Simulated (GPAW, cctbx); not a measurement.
# AlZn2Cd: deformation density and structure factors from DFT

Question: by how much does bonding change the X-ray structure factors of AlZn2Cd, and what does a routine refinement make of it?

The cell comes from substitution in a known structure type and wasn't matched to any measured phase. All numbers below are calculated.

## Step 1: Find the equilibrium geometry

The density hangs on the geometry, so cell and atoms are relaxed first, with the symmetry held. The cutoff is set higher than for the density because stress converges slowly with plane waves.

Settings: GPAW 26.7.0, PBE, 570 eV, 4×4×2 k-points (along the axes of the calculation cell), Fermi–Dirac width 0.05 eV, BFGS to 0.03 eV/Å.

```text
cell
1.0
    -3.903000000    0.000000000    0.000000000
     1.951500000   -4.805000000    0.000000000
     0.000000000    0.000000000    6.706000000
Cd Zn Al
2 4 2
Direct
0.066400000 0.132800000 0.750000000
0.933600000 0.867200000 0.250000000
0.646400000 0.292800000 0.048500000
0.353600000 0.707200000 0.951500000
0.353600000 0.707200000 0.548500000
0.646400000 0.292800000 0.451500000
0.792900000 0.585800000 0.750000000
0.207100000 0.414200000 0.250000000
```

```console
$ OMP_NUM_THREADS=1 mpirun -n 4 gpaw python run.py > gpaw.log
```

```text
BFGS:    0      -11.544052        2.183023
BFGS:    1      -11.694835        2.041758
BFGS:    2      -12.273354        1.402786
BFGS:    3      -12.640475        0.819949
...
BFGS:   38      -13.378025        0.056297
BFGS:   39      -13.380739        0.065408
BFGS:   40      -13.382034        0.029044
cell  4.6643 5.0158 7.2638  90.00 90.00 117.71
volume 150.450 A^3, largest force 0.031 eV/A, largest stress 0.20 GPa
```

The cell moved far, while the k-mesh and basis were chosen for the start, so the final shape may be somewhat biased.

After 40 steps the volume has changed by +19.6 % and the energy by -1.838 eV; the largest stress left is 0.20 GPa. It took 18 min on 4 cores of Arm Neoverse V2 (shared host), peak memory 1.7 GiB.

Relaxed structure: Cmcm (no. 63), a = 4.6643 Å, b = 8.8812 Å, c = 7.2638 Å, α = 90.00°, β = 90.00°, γ = 90.00°.

| atom | mult. | x | y | z |
| --- | --- | --- | --- | --- |
| Cd1 | 4 | 1/2 | 0.4373 | 1/4 |
| Zn1 | 8 | 0 | 0.3594 | 0.5726 |
| Al1 | 4 | 0 | 0.2430 | 1/4 |

## Step 2: The all-electron density

X-rays see the whole electron density, so the PAW density is rebuilt with its core regions. Subtracting spherical free atoms from the same code cancels the cores and leaves the deformation density Δρ, the part due to bonding.

Settings: PBE, 450 eV, 5×5×3 k-points (along the axes of the calculation cell), Fermi–Dirac width 0.05 eV; primitive cell of 8 atoms.

```console
$ OMP_NUM_THREADS=1 mpirun -n 4 gpaw python run.py > gpaw.log
```

```text
|iter:   1|       0s |  -13.640005 | +0.83 |       |
|iter:   2|       2s |  -13.521688 | -0.33 | -1.32 |
|iter:   3|       4s |  -12.905693 | -0.59 | -1.36 |
...
|iter:  16|      25s |  -12.871926c| -6.53 | -6.47c|
|iter:  17|      27s |  -12.871926c| -7.01 | -6.52c|
|iter:  18|      28s |  -12.871926c| -7.47c| -6.53c|
```

```text
gpts.py:43: UserWarning: Initial realspace grid (24,25,36) inconsistent with symmetries.
gpts.py:43: UserWarning: Initial realspace grid (24,25,36) inconsistent with symmetries.
gpts.py:43: UserWarning: Initial realspace grid (24,25,36) inconsistent with symmetries.
gpts.py:43: UserWarning: Initial realspace grid (24,25,36) inconsistent with symmetries.
gpts.py:70: UserWarning: Using symmetrized grid: (25,25,36).
gpts.py:70: UserWarning: Using symmetrized grid: (25,25,36).
gpts.py:70: UserWarning: Using symmetrized grid: (25,25,36).
gpts.py:70: UserWarning: Using symmetrized grid: (25,25,36).
grid (50, 50, 72)  electrons 242.000  moved by bonding 1.346 e
deformation density beyond 0.5 A of the nuclei: max 0.065, min -0.087 e/A^3
atom        x       y       z   Voronoi charge  moment
Cd1    0.0627  0.1255  0.2500      0.136       0.00
Cd2    0.9373  0.8745  0.7500      0.136       0.00
Zn3    0.6406  0.2812  0.5726     -0.003       0.00
Zn4    0.3594  0.7188  0.4274     -0.003       0.00
Zn5    0.3594  0.7188  0.0726     -0.003       0.00
Zn6    0.6406  0.2812  0.9274     -0.003       0.00
Al7    0.7570  0.5140  0.2500     -0.129       0.00
Al8    0.2430  0.4860  0.7500     -0.129       0.00
mean inner potential of superposed free atoms 16.823 V
total magnetic moment 0.000 muB
```

Deformation density in a plane through the shortest contact of the Zn atom at the origin, in 0.01 e/Å³ (clipped at ±99); x from -1.6 to 4.2 Å, y from 2.4 down to -2.4 Å:

```text
  0  -1  -6  -5  -1  -3  -4  -2   0   0  -1  -3  -2   .   .   0
  0   1   0  -4  -6  -4  -2  -1   0   0   0  -1  -6  -3  -1  -3
 -3   2   3   2   1   0   0   0   0   1   1   2   2  -3  -5  -3
 -5   2   3   2   1   0   0   1   1   0   0   2   4   4   2   0
 -4   3   3  -2  -5  -4  -1   2   2  -1  -3  -2   1   2   2   1
  0   3  -1  -7   .  -4  -3   4   4  -1  -3   .  -3  -2   0   0
  1   2  -4   .   .   .  -4   5   5   0   .   .   .  -3   0   1
  1   0  -4  -5   .  -6  -2   5   4  -1  -3   .  -1   1   3   2
  0   0  -1  -3  -3  -2   1   3   2  -1  -4  -2   3   6   5   1
  0   1   1   2   2   2   2   2   1  -1  -1   1   5   6   0  -4
  1   2   2   2   1   1   1   1   0   0   0   2   3   1  -7   .
  2   4   1  -3  -4  -4  -2   0   0   0   1   2   2  -2  -5   .
  4   6  -1  -7   .  -4  -5   0   1   0   0   1   2   0  -4  -4
```

Atoms in or within 0.15 Å of the plane: Zn (0.0, 0.0), Al (2.6, 0.0) Å. Dots mark points within about 0.45 Å of a nucleus; large values next to them are atomic features.

Al gains most (-0.13 e) and Cd loses most (+0.14 e), which isn't the order of electronegativity: valence and coordination count too, and Voronoi cells cut space at the midplane whatever the atoms' sizes. Along the shortest contact from the Zn atom at the map's origin, Zn–Al at 2.56 Å, Δρ is +0.07 e/Å³ at the midpoint: little piles up between the atoms, as is usual in a metallic crystal, which this run finds. At the midpoints of other shortest contacts it is +0.04 (Zn–Zn, 2.58 Å), +0.04 (Cd–Al, 2.72 Å) and +0.01 (Cd–Zn, 2.93 Å) e/Å³. Point values carry grid noise of about 0.01 e/Å³. The run needed 18 iterations, 35 s.

## Step 3: Structure factors

The Fourier components of Δρ, added to those of the free atoms, give the static X-ray structure factors; the Mott–Bethe relation turns them into the Fourier components V of the potential that fast electrons feel.

```text
static structure factors of the conventional cell: F in electrons, V (Mott-Bethe) in volts
   h  k  l      d  |F| table  |F| free   |F| DFT   change   |V| free  |V| DFT  change %
   0  2  0  4.4406    38.002    37.970    37.295   -0.675     0.364    0.161    -55.8
   1  1  0  4.1294    24.997    25.036    24.869   -0.167     0.582    0.625      7.5
   0  2  1  3.7887    25.794    25.814    25.697   -0.117     0.480    0.505      5.3
   0  0  2  3.6319    81.723    81.872    82.034    0.162     3.044    3.011     -1.1
   1  1  1  3.5899    96.457    96.379    95.891   -0.489     1.392    1.488      6.9
   0  2  2  2.8113    99.500    99.323    99.251   -0.072     1.548    1.557      0.6
   1  1  2  2.7272   226.465   226.193   225.731   -0.462     5.280    5.333      1.0
   1  3  0  2.4995   225.364   224.765   224.270   -0.496     5.013    5.060      0.9
   1  3  1  2.3635   216.866   216.540   215.741   -0.799     5.324    5.392      1.3
   2  0  0  2.3321   378.146   377.192   376.022   -1.170     8.849    8.946      1.1
   0  4  0  2.2203   139.083   138.292   137.822   -0.470     2.514    2.549      1.4
   0  2  3  2.1258   278.395   277.326   275.986   -1.340     5.842    5.934      1.6
   0  4  1  2.1233   184.371   183.976   183.409   -0.567     3.948    3.987      1.0
   1  1  3  2.0887   116.579   115.911   114.808   -1.103     2.922    2.996      2.5
```

The largest X-ray change is -1.34 e on 023, 0.5 % of |F|. For electrons V goes as (Z − F)/g², so a change of F counts against Z − F, which is small at low angle and wherever the atoms' terms cancel: |V| of 020 moves by -55.8 % (0.36 to 0.16 V) against -1.8 % in |F|. These compare absolute values; so weak a component may also change sign. The last three rows still change by up to 1.34 e; the table stops while the angles are still low. The tabulated Hartree–Fock atoms differ from the free DFT atoms by up to 1.07 e, so the choice of reference atom matters too.

## Step 4: What a spherical-atom refinement makes of it

Routine crystallography fits spherical atoms. To see the bias, intensities are simulated from tabulated atoms plus the DFT change ΔF, so that bonding alone can misfit (9670 reflections of the full sphere, merged to the counts below, to 0.4 Å, 0.5 % proportional noise plus counting noise, assumed isotropic U as listed, Δρ smeared by the mean U) and refined with cctbx over different ranges.

| range | data | R1 | GooF | U Cd1 (true 0.0076) | U Zn1 (true 0.009) | U Al1 (true 0.0118) | largest shift (Å) | Δρ max, min (e/Å³) |
| --- | --- | --- | --- | --- | --- | --- | --- | --- |
| all data | 1363 | 0.0071 | 0.94 | 0.0076 | 0.0090 | 0.0118 | 0.0003 | 0.43, -0.55 |
| low resolution, d > 0.84 | 163 | 0.0036 | 1.03 | 0.0075 | 0.0089 | 0.0116 | 0.0004 | 0.15, -0.15 |
| high order, d < 0.75 | 1135 | 0.0090 | 0.92 | 0.0076 | 0.0090 | 0.0119 | 0.0004 | 0.40, -0.46 |
| occupancies free, d > 0.7 | 277 | 0.0040 | 1.01 | 0.0076 | 0.0089 | 0.0117 | 0.0002 | 0.24, -0.18 |

With all data GooF is 0.94, so at this noise the bonding hardly shows; the top residual peak, near noise level, lies 1.53 Å from Al and 1.87 Å from Zn. No U is off by more than 3 s.u. at low resolution. With Cd1 held at 1 and the scale free, the other occupancies refine to Zn1 0.998(0.001) and Al1 0.997(0.003), within three s.u. of full.

## Step 5: Answer

Bonding moves 1.35 e in the primitive cell of AlZn2Cd and changes the structure factors of the conventional cell in the table above by at most 1.34 e (023, 0.5 %), and among reflections above 2 % of the strongest by up to 1.8 % (020). The shortest bond, Zn–Al, has Δρ = +0.07 e/Å³ at its midpoint, with no localised bond charge. With all data GooF is 0.94, so at this noise the bonding hardly shows. Limits: static density, frozen cores, no spin–orbit coupling.

[Outputs are excerpts: Python notices, other lines and further rows are left out; steps that failed or that the build refused (PBEsol, TPSS) are not shown.]

[Logs are printed without paths, hosts, clocks, repeated set-up lines and the standing remarks that a program may print on its own settings, such as how far it seeks lower states.]
